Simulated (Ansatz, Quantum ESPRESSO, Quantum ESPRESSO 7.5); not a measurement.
# From contact to tunnelling: vacuum gaps between two Li(110) faces

How fast does transmission decay with width? The series: vacuum gaps between two Li(110) faces.

Calculated with Quantum ESPRESSO 7.5; plane-wave DFT, PBEsol, GBRV ultrasoft pseudopotentials (cross-check by Ansatz 0.2.0 with PAW datasets).

Report form: the programs' logs are mostly left out.

## Step 1: Starting point

The cell holds 12 atoms: 12 Li. Its edges and angles: a = 3.440 Å, b = 2.979 Å, c = 30.757 Å, α = 90.0°, β = 90.0°, γ = 54.7°. It derives from Li. Regions: left lead, 6 atoms (6 Li); right lead, 6 atoms (6 Li). The structure is stacked along c, and the current runs across the ab planes.

## Step 2: SCF with pw.x, 4 Å

One periodic cell holds a stretch of lead, the junction and more lead; the atoms stay as built.

The input, j0.scf.in:

```
&control
  prefix = 'j0.scf'
  outdir = './out'
  pseudo_dir = './pseudo'
  calculation = 'scf'
  tprnfor = .true.
/
&system
  ibrav = 0
  nat = 12
  ntyp = 1
  ecutwfc = 40
  ecutrho = 200
  occupations = 'smearing'
  smearing = 'mv'
  degauss = 0.01
/
&electrons
  conv_thr = 1e-07
  mixing_beta = 0.25
  electron_maxstep = 120
  mixing_mode = 'local-TF'
/
ATOMIC_SPECIES
  Li  6.9400  li_pbesol_v1.4.uspp.F.UPF
CELL_PARAMETERS angstrom
  3.44000000000000 0.00000000000000 0.00000000000000
  1.72000000000000 2.43244732728172 0.00000000000000
  0.00000000000000 0.00000000000000 30.75692060009896
ATOMIC_POSITIONS crystal
  Li  0.000000000000 0.000000000000 0.000000000000
  Li  0.500000000000 0.000000000000 0.079086178974
  Li  0.000000000000 0.000000000000 0.158172357949
  Li  0.500000000000 0.000000000000 0.237258536923
  Li  0.000000000000 0.000000000000 0.316344715898
  Li  0.500000000000 0.000000000000 0.395430894872
  Li  0.000000000000 0.000000000000 0.525482926153
  Li  0.500000000000 0.000000000000 0.604569105128
  Li  0.000000000000 0.000000000000 0.683655284102
  Li  0.500000000000 0.000000000000 0.762741463077
  Li  0.000000000000 0.000000000000 0.841827642051
  Li  0.500000000000 0.000000000000 0.920913821026
K_POINTS automatic
  8 10 1 0 0 0
```

On the command line:

```
$ OMP_NUM_THREADS=1 mpirun -n 2 pw.x -nk 2 -in j0.scf.in > j0.scf.out
```

It took 3.6 min on 2 MPI ranks of Arm Neoverse V2, shared host; peak memory 0.37 GiB.

Numbers from this step:

- free energy: -2345.8007 eV
- Fermi energy: 0.8305 eV

The run needed 41 iterations to bring the estimated error under 1e-07 Ry; the largest force on any atom, held or free, is 0.14 eV/Å.

## Step 3: The open system, 4 Å

prefixt takes both regions from one run: the lead from 0 to bdl, the scattering region from bdl to bds (units of alat). ikind = 1 puts the same lead on both sides. The program's T_tot counts both spins in a run without spin; the tables below give T per spin.

The input, j0.cond.in:

```
&inputcond
  outdir = './out'
  prefixt = 'j0.scf'
  tran_file = 'j0.cond.dat'
  bdl = 1.4142135610
  bds = 8.9409652907
  ikind = 1
  ewind = 4.0
  epsproj = 1e-05
  nz1 = 7
  energy0 = 0.4
  denergy = -0.4
/
21
  0.00000000 0.00000000 0.01562500
  0.00000000 0.12500000 0.03125000
  0.00000000 0.25000000 0.03125000
  0.00000000 0.37500000 0.03125000
  0.00000000 0.50000000 0.01562500
  0.12500000 0.00000000 0.06250000
  0.12500000 0.25000000 0.06250000
  0.12500000 0.37500000 0.06250000
  0.12500000 0.50000000 0.06250000
  0.25000000 0.00000000 0.06250000
  0.25000000 0.12500000 0.03125000
  0.25000000 0.37500000 0.06250000
  0.25000000 0.50000000 0.06250000
  0.25000000 0.62500000 0.03125000
  0.37500000 0.00000000 0.06250000
  0.37500000 0.12500000 0.06250000
  0.37500000 0.50000000 0.06250000
  0.37500000 0.62500000 0.06250000
  0.50000000 0.00000000 0.03125000
  0.50000000 0.12500000 0.06250000
  0.50000000 0.25000000 0.03125000
3
```

On the command line:

```
$ OMP_NUM_THREADS=1 mpirun -n 2 pwcond.x -in j0.cond.in > j0.cond.out
```

Wall time 39 s (2 MPI ranks); peak memory 0.12 GiB; 78 s of CPU time.

Numbers from this step:

```
lead channels at the Fermi level, one spin : 0.9219
transmission at the Fermi level, one spin  : 0.4455
conductance                                : 0.4455 G₀
```

Per spin; mean over the k mesh across the current. The open channels, zone mean by energy, zero at the Fermi level:

| energy (eV) | open channels, zone mean |
| --- | --- |
| -0.400 | 0.734 |
| 0.000 | 0.922 |
| 0.400 | 0.922 |

Per spin; mean over the k mesh across the current. Table of transmission, zone mean by energy, zero at the Fermi level:

| energy (eV) | transmission, zone mean |
| --- | --- |
| -0.400 | 0.368 |
| 0.000 | 0.445 |
| 0.400 | 0.464 |

At 0.000 eV; k in fractions of b1, b2. Transmission by k point:

| k1 | k2 | weight | t | channels |
| --- | --- | --- | --- | --- |
| 0 | 0 | 0.01562 | 0.4478 | 1 |
| 0 | 0.125 | 0.03125 | 0.9308 | 1 |
| 0 | 0.25 | 0.03125 | 0.7813 | 1 |
| 0 | 0.375 | 0.03125 | 0.2445 | 1 |
| 0 | 0.5 | 0.01562 | 0 | 0 |
| 0.125 | 0 | 0.0625 | 0.8637 | 1 |
| 0.125 | 0.25 | 0.0625 | 0.9363 | 1 |
| 0.125 | 0.375 | 0.0625 | 0.4234 | 1 |
| 0.125 | 0.5 | 0.0625 | 0.01935 | 1 |
| 0.25 | 0 | 0.0625 | 0.9105 | 1 |
| 0.25 | 0.125 | 0.03125 | 0.9937 | 1 |
| 0.25 | 0.375 | 0.0625 | 0.5436 | 1 |
| 0.25 | 0.5 | 0.0625 | 0.1287 | 1 |
| 0.25 | 0.625 | 0.03125 | 0 | 0 |
| 0.375 | 0 | 0.0625 | 0.4907 | 1 |
| 0.375 | 0.125 | 0.0625 | 0.6993 | 1 |
| 0.375 | 0.5 | 0.0625 | 0.1494 | 1 |
| 0.375 | 0.625 | 0.0625 | 0 | 0 |
| 0.5 | 0 | 0.03125 | 0.02798 | 2 |
| 0.5 | 0.125 | 0.0625 | 0.1982 | 1 |
| 0.5 | 0.25 | 0.03125 | 0.3266 | 1 |

## Step 4: The same in Ansatz, 4 Å

A second code with its own PAW datasets, on the same atoms.

Level of this step: plane-wave DFT, PBEsol, Ansatz PAW (Ansatz 0.2.0).

The input, input.yaml:

```yaml
crystal:
  lattice:
    - [3.44, 0.0, 0.0]
    - [1.72, 2.4324473273, 0.0]
    - [0.0, 0.0, 30.7569206001]
  atoms:
    - { symbol: Li, position: [0.0, 0.0, 0.0] }
    - { symbol: Li, position: [0.5, 0.0, 0.079086179] }
    - { symbol: Li, position: [0.0, 0.0, 0.1581723579] }
    - { symbol: Li, position: [0.5, 0.0, 0.2372585369] }
    - { symbol: Li, position: [0.0, 0.0, 0.3163447159] }
    - { symbol: Li, position: [0.5, 0.0, 0.3954308949] }
    - { symbol: Li, position: [0.0, 0.0, 0.5254829262] }
    - { symbol: Li, position: [0.5, 0.0, 0.6045691051] }
    - { symbol: Li, position: [0.0, 0.0, 0.6836552841] }
    - { symbol: Li, position: [0.5, 0.0, 0.7627414631] }
    - { symbol: Li, position: [0.0, 0.0, 0.8418276421] }
    - { symbol: Li, position: [0.5, 0.0, 0.920913821] }
kpoints:
  mp_grid: { grid: [8, 10, 1] }
hamiltonian:
  xc: pbesol
scf:
  occupations: { method: fermi_dirac, width: 0.1 }
  convergence: { dr2_threshold: 1.0e-08 }
output:
  transmission: { leads: [[0, 2]], e_range: [-0.4, 0.4], de: 0.4, kmesh: [8, 8] }
  write_potential: true
  write_density: true
  volumetric_format: npy
  elf: true
```

On the command line:

```
$ ansatz run input.yaml --threads 2 --pin off --max-ram 4096MiB --backend cpu --events-out ev --progress --plain --runs-dir out
```

The job ended after 21 s (2 threads; peak memory 0.57 GiB; 40 s of CPU time).

Numbers from this step:

| Item | Value |
| --- | --- |
| free energy | -2435.7740 eV |
| energy at zero smearing | -2435.6778 eV |
| smearing term TS | 0.1924 eV |
| Fermi energy | 0.8470 eV |
| symmetry operations | 4 |
| transmission at the Fermi level, one spin | 0.4402 |
| step of the lead's Hamiltonian over a period | 6.6 meV |

Per spin; mean over the k mesh across the current. Transmission, zone mean against energy, zero at the Fermi level:

| energy (eV) | transmission, zone mean |
| --- | --- |
| -0.400 | 0.375 |
| 0.000 | 0.440 |
| 0.400 | 0.465 |

Per spin; mean over the k mesh across the current. Table of open channels, zone mean by energy, zero at the Fermi level:

| energy (eV) | open channels, zone mean |
| --- | --- |
| -0.400 | 0.734 |
| 0.000 | 0.922 |
| 0.400 | 0.922 |

Valence density in the ca plane at fractional y = 0.000, with atoms of Li within 0.2 Å of it. It is the smooth field of the valence electrons, not physical close to the nuclei.

Values in e/Å³, 5 rows by 16 columns, each cell a mean:
```
0.1 0.1 1.6 0.1 0.1 0.0 0.0 0.0 0.9 0.8 0.1 0.1 0.1 1.4 0.3 0.1
0.6 0.1 0.1 0.1 0.4 0.4 0.0 0.0 0.0 0.1 0.1 0.7 0.1 0.1 0.1 0.2
3.3 0.1 0.1 0.1 1.9 2.1 0.0 0.0 0.0 0.1 0.3 3.8 0.1 0.1 0.1 0.8
0.2 0.1 0.1 0.1 0.1 0.1 0.0 0.0 0.1 0.1 0.1 0.2 0.1 0.1 0.1 0.1
0.1 0.1 3.1 0.2 0.1 0.0 0.0 0.0 1.8 1.5 0.1 0.1 0.1 2.7 0.6 0.1
```
Columns run along c (16.0 Å, from fractional 0.24 to 0.76 of the cell), rows up along a (3.4 Å). Atoms in or near the plane, at fractional coordinates: Li at (0.32, 0.00), Li at (0.40, 0.50), Li at (0.53, 0.00), Li at (0.60, 0.50), Li at (0.68, 0.00).

ELF in the ca plane at fractional y = 0.000, with atoms of Li within 0.2 Å of it. It is the smooth field of the valence electrons, not physical close to the nuclei.

Ten even steps from '0' (0.25 × 1e-1) to '9' (9.92 × 1e-1), each cell a mean:
```
55651189303666655433200597015555554029810465
11352001014531123333310010035311244100002442
10035311244101001233333112453001014421134300
96025555553039810133345666651079403565555205
98015665653059930133345677751199602666665207
62025533454015400233344445652035103543345302
00244100035300002333321000244100024300013420
34551045104654444433210263025533454005401454
66640299503677665433200799115655663049930466
```
Columns run along c (16.0 Å, from fractional 0.24 to 0.76 of the cell), rows up along a (3.4 Å). Atoms in or near the plane, at fractional coordinates: Li at (0.32, 0.00), Li at (0.40, 0.50), Li at (0.53, 0.00), Li at (0.60, 0.50), Li at (0.68, 0.00).

Ansatz finds T = 0.440 against pwcond's 0.445.

## Step 5: Ground state, 5 Å

Level of this step: plane-wave DFT, PBEsol, GBRV ultrasoft pseudopotentials (Quantum ESPRESSO 7.5).

The input, j1.scf.in:

```
&control
  prefix = 'j1.scf'
  outdir = './out'
  pseudo_dir = './pseudo'
  calculation = 'scf'
  tprnfor = .true.
/
&system
  ibrav = 0
  nat = 12
  ntyp = 1
  ecutwfc = 40
  ecutrho = 200
  occupations = 'smearing'
  smearing = 'mv'
  degauss = 0.01
/
&electrons
  conv_thr = 1e-07
  mixing_beta = 0.25
  electron_maxstep = 120
  mixing_mode = 'local-TF'
/
ATOMIC_SPECIES
  Li  6.9400  li_pbesol_v1.4.uspp.F.UPF
CELL_PARAMETERS angstrom
  3.44000000000000 0.00000000000000 0.00000000000000
  1.72000000000000 2.43244732728172 0.00000000000000
  0.00000000000000 0.00000000000000 31.75692060009896
ATOMIC_POSITIONS crystal
  Li  0.000000000000 0.000000000000 0.000000000000
  Li  0.500000000000 0.000000000000 0.076595818528
  Li  0.000000000000 0.000000000000 0.153191637055
  Li  0.500000000000 0.000000000000 0.229787455583
  Li  0.000000000000 0.000000000000 0.306383274111
  Li  0.500000000000 0.000000000000 0.382979092638
  Li  0.000000000000 0.000000000000 0.540425088834
  Li  0.500000000000 0.000000000000 0.617020907362
  Li  0.000000000000 0.000000000000 0.693616725889
  Li  0.500000000000 0.000000000000 0.770212544417
  Li  0.000000000000 0.000000000000 0.846808362945
  Li  0.500000000000 0.000000000000 0.923404181472
K_POINTS automatic
  8 10 1 0 0 0
```

On the command line:

```
$ OMP_NUM_THREADS=1 mpirun -n 2 pw.x -nk 2 -in j1.scf.in > j1.scf.out
```

Elapsed: 2 min, on 2 MPI ranks; peak memory 0.37 GiB; 4 min of CPU time.

This step gave:

* free energy: -2345.6609 eV
* Fermi energy: 0.7295 eV

## Step 6: The open system, 5 Å

j1.cond.in is the input of step 3 with these lines changed:

```diff
@@ -2,6 +2,6 @@
   outdir = './out'
-  prefixt = 'j0.scf'
-  tran_file = 'j0.cond.dat'
+  prefixt = 'j1.scf'
+  tran_file = 'j1.cond.dat'
   bdl = 1.4142135610
-  bds = 8.9409652907
+  bds = 9.2316629651
   ikind = 1
```

On the command line:

```
$ OMP_NUM_THREADS=1 mpirun -n 2 pwcond.x -in j1.cond.in > j1.cond.out
```

Wall time 40 s (2 MPI ranks); peak memory 0.12 GiB.

Numbers from this step:

* transmission at the Fermi level, one spin: 0.2699
* conductance: 0.2699 G₀

Per spin; mean over the k mesh across the current. The transmission, zone mean by energy, zero at the Fermi level:

| energy (eV) | transmission, zone mean |
| --- | --- |
| -0.400 | 0.210 |
| 0.000 | 0.270 |
| 0.400 | 0.280 |

T goes from 0.445 to 0.270, a factor of 1.7.

## Step 7: The same in Ansatz, 5 Å

Level of this step: plane-wave DFT, PBEsol, Ansatz PAW (Ansatz 0.2.0).

The input, input.yaml:

```yaml
crystal:
  lattice:
    - [3.44, 0.0, 0.0]
    - [1.72, 2.4324473273, 0.0]
    - [0.0, 0.0, 31.7569206001]
  atoms:
    - { symbol: Li, position: [0.0, 0.0, 0.0] }
    - { symbol: Li, position: [0.5, 0.0, 0.0765958185] }
    - { symbol: Li, position: [0.0, 0.0, 0.1531916371] }
    - { symbol: Li, position: [0.5, 0.0, 0.2297874556] }
    - { symbol: Li, position: [0.0, 0.0, 0.3063832741] }
    - { symbol: Li, position: [0.5, 0.0, 0.3829790926] }
    - { symbol: Li, position: [0.0, 0.0, 0.5404250888] }
    - { symbol: Li, position: [0.5, 0.0, 0.6170209074] }
    - { symbol: Li, position: [0.0, 0.0, 0.6936167259] }
    - { symbol: Li, position: [0.5, 0.0, 0.7702125444] }
    - { symbol: Li, position: [0.0, 0.0, 0.8468083629] }
    - { symbol: Li, position: [0.5, 0.0, 0.9234041815] }
kpoints:
  mp_grid: { grid: [8, 10, 1] }
hamiltonian:
  xc: pbesol
scf:
  occupations: { method: fermi_dirac, width: 0.1 }
  convergence: { dr2_threshold: 1.0e-08 }
output:
  transmission: { leads: [[0, 2]], e_range: [-0.4, 0.4], de: 0.4, kmesh: [8, 8] }
  write_potential: true
  write_density: true
  volumetric_format: npy
```

On the command line:

```
$ ansatz run input.yaml --threads 2 --pin off --max-ram 4096MiB --backend cpu --events-out ev --progress --plain --runs-dir out
```

Run time: 21 s. Hardware: 2 threads; peak memory 0.59 GiB.

Numbers from this step:

* free energy: -2435.6280 eV
* energy at zero smearing: -2435.5331 eV
* smearing term TS: 0.1897 eV
* Fermi energy: 0.7322 eV
* transmission at the Fermi level, one spin: 0.2404

Per spin; mean over the k mesh across the current. Transmission, zone mean against energy, zero at the Fermi level:

| energy (eV) | transmission, zone mean |
| --- | --- |
| -0.400 | 0.175 |
| 0.000 | 0.240 |
| 0.400 | 0.261 |

Ansatz finds T = 0.240 against pwcond's 0.270.

## Step 8: Self-consistent run, 6 Å

Level of this step: plane-wave DFT, PBEsol, GBRV ultrasoft pseudopotentials (Quantum ESPRESSO 7.5).

The input, j2.scf.in:

```
&control
  prefix = 'j2.scf'
  outdir = './out'
  pseudo_dir = './pseudo'
  calculation = 'scf'
  tprnfor = .true.
/
&system
  ibrav = 0
  nat = 12
  ntyp = 1
  ecutwfc = 40
  ecutrho = 200
  occupations = 'smearing'
  smearing = 'mv'
  degauss = 0.01
/
&electrons
  conv_thr = 1e-07
  mixing_beta = 0.25
  electron_maxstep = 120
  mixing_mode = 'local-TF'
/
ATOMIC_SPECIES
  Li  6.9400  li_pbesol_v1.4.uspp.F.UPF
CELL_PARAMETERS angstrom
  3.44000000000000 0.00000000000000 0.00000000000000
  1.72000000000000 2.43244732728172 0.00000000000000
  0.00000000000000 0.00000000000000 32.75692060009896
ATOMIC_POSITIONS crystal
  Li  0.000000000000 0.000000000000 0.000000000000
  Li  0.500000000000 0.000000000000 0.074257509031
  Li  0.000000000000 0.000000000000 0.148515018062
  Li  0.500000000000 0.000000000000 0.222772527092
  Li  0.000000000000 0.000000000000 0.297030036123
  Li  0.500000000000 0.000000000000 0.371287545154
  Li  0.000000000000 0.000000000000 0.554454945815
  Li  0.500000000000 0.000000000000 0.628712454846
  Li  0.000000000000 0.000000000000 0.702969963877
  Li  0.500000000000 0.000000000000 0.777227472908
  Li  0.000000000000 0.000000000000 0.851484981938
  Li  0.500000000000 0.000000000000 0.925742490969
K_POINTS automatic
  8 10 1 0 0 0
```

On the command line:

```
$ OMP_NUM_THREADS=1 mpirun -n 2 pw.x -nk 2 -in j2.scf.in > j2.scf.out
```

Run time: 2.6 min. Hardware: 2 MPI ranks; peak memory 0.38 GiB; 5.1 min of CPU time.

This step gave:

```
free energy  : -2345.6159 eV
Fermi energy : 0.6213 eV
```

## Step 9: Transmission with pwcond.x, 6 Å

j2.cond.in is the input of step 6 with these lines changed:

```diff
@@ -2,6 +2,6 @@
   outdir = './out'
-  prefixt = 'j1.scf'
-  tran_file = 'j1.cond.dat'
+  prefixt = 'j2.scf'
+  tran_file = 'j2.cond.dat'
   bdl = 1.4142135610
-  bds = 9.2316629651
+  bds = 9.5223606395
   ikind = 1
```

On the command line:

```
$ OMP_NUM_THREADS=1 mpirun -n 2 pwcond.x -in j2.cond.in > j2.cond.out
```

It took 41 s on 2 MPI ranks; peak memory 0.12 GiB.

Read from the output:

- transmission at the Fermi level, one spin: 0.1396
- conductance: 0.1396 G₀

Per spin; mean over the k mesh across the current. Transmission, zone mean against energy, zero at the Fermi level:

| energy (eV) | transmission, zone mean |
| --- | --- |
| -0.400 | 0.0771 |
| 0.000 | 0.140 |
| 0.400 | 0.163 |

At 0.000 eV; k in fractions of b1, b2. Transmission by k point:

| k1 | k2 | weight | t | channels |
| --- | --- | --- | --- | --- |
| 0 | 0 | 0.01562 | 0.9222 | 1 |
| 0 | 0.125 | 0.03125 | 0.7658 | 1 |
| 0 | 0.25 | 0.03125 | 0.0835 | 1 |
| 0 | 0.375 | 0.03125 | 0.00544 | 1 |
| 0 | 0.5 | 0.01562 | 0 | 0 |
| 0.125 | 0 | 0.0625 | 0.8723 | 1 |
| 0.125 | 0.25 | 0.0625 | 0.2061 | 1 |
| 0.125 | 0.375 | 0.0625 | 0.01661 | 1 |
| 0.125 | 0.5 | 0.0625 | 1.80e-4 | 1 |
| 0.25 | 0 | 0.0625 | 0.1721 | 1 |
| 0.25 | 0.125 | 0.03125 | 0.3739 | 1 |
| 0.25 | 0.375 | 0.0625 | 0.02746 | 1 |
| 0.25 | 0.5 | 0.0625 | 0.001922 | 1 |
| 0.25 | 0.625 | 0.03125 | 0 | 0 |
| 0.375 | 0 | 0.0625 | 0.02052 | 1 |
| 0.375 | 0.125 | 0.0625 | 0.05574 | 1 |
| 0.375 | 0.5 | 0.0625 | 0.002613 | 1 |
| 0.375 | 0.625 | 0.0625 | 0 | 0 |
| 0.5 | 0 | 0.03125 | 0.001092 | 2 |
| 0.5 | 0.125 | 0.0625 | 0.007797 | 1 |
| 0.5 | 0.25 | 0.03125 | 0.01024 | 1 |

T goes from 0.270 to 0.140, a factor of 1.9.

## Step 10: Cross-check with Ansatz, 6 Å

Level of this step: plane-wave DFT, PBEsol, Ansatz PAW (Ansatz 0.2.0).

input.yaml, the sections that differ from step 7:

```yaml
crystal:
  lattice:
    - [3.44, 0.0, 0.0]
    - [1.72, 2.4324473273, 0.0]
    - [0.0, 0.0, 32.7569206001]
  atoms:
    - { symbol: Li, position: [0.0, 0.0, 0.0] }
    - { symbol: Li, position: [0.5, 0.0, 0.074257509] }
    - { symbol: Li, position: [0.0, 0.0, 0.1485150181] }
    - { symbol: Li, position: [0.5, 0.0, 0.2227725271] }
    - { symbol: Li, position: [0.0, 0.0, 0.2970300361] }
    - { symbol: Li, position: [0.5, 0.0, 0.3712875452] }
    - { symbol: Li, position: [0.0, 0.0, 0.5544549458] }
    - { symbol: Li, position: [0.5, 0.0, 0.6287124548] }
    - { symbol: Li, position: [0.0, 0.0, 0.7029699639] }
    - { symbol: Li, position: [0.5, 0.0, 0.7772274729] }
    - { symbol: Li, position: [0.0, 0.0, 0.8514849819] }
    - { symbol: Li, position: [0.5, 0.0, 0.925742491] }
# kpoints, hamiltonian, scf, output: as in step 7
```

On the command line:

```
$ ansatz run input.yaml --threads 2 --pin off --max-ram 4096MiB --backend cpu --events-out ev --progress --plain --runs-dir out
```

The job ended after 23 s (2 threads; peak memory 0.61 GiB; 44 s of CPU time).

Read from the output:

| Quantity | Value |
| --- | --- |
| free energy | -2435.5640 eV |
| energy at zero smearing | -2435.4700 eV |
| smearing term TS | 0.1880 eV |
| Fermi energy | 0.6199 eV |
| transmission at the Fermi level, one spin | 0.1164 |
| step of the lead's Hamiltonian over a period | 5.7 meV |

Per spin; mean over the k mesh across the current. Table of transmission, zone mean by energy, zero at the Fermi level:

| energy (eV) | transmission, zone mean |
| --- | --- |
| -0.400 | 0.0576 |
| 0.000 | 0.116 |
| 0.400 | 0.156 |

Ansatz finds T = 0.116 against pwcond's 0.140.

(Part 1 of 2 ends here.)

[Logs are printed without paths, hosts, clocks, repeated set-up lines and the standing remarks that a program may print on its own settings, such as how far it seeks lower states.]

[Hosts, paths, dates, database ids (printed as entryN), source tags and the programs' standing remarks are cut or masked in the printed files.]

[Maps of the electrostatic potential energy from Ansatz leave out the sawtooth potential of an applied field or a dipole correction, so their vacuum need not be flat; planar profiles and work functions include it.]
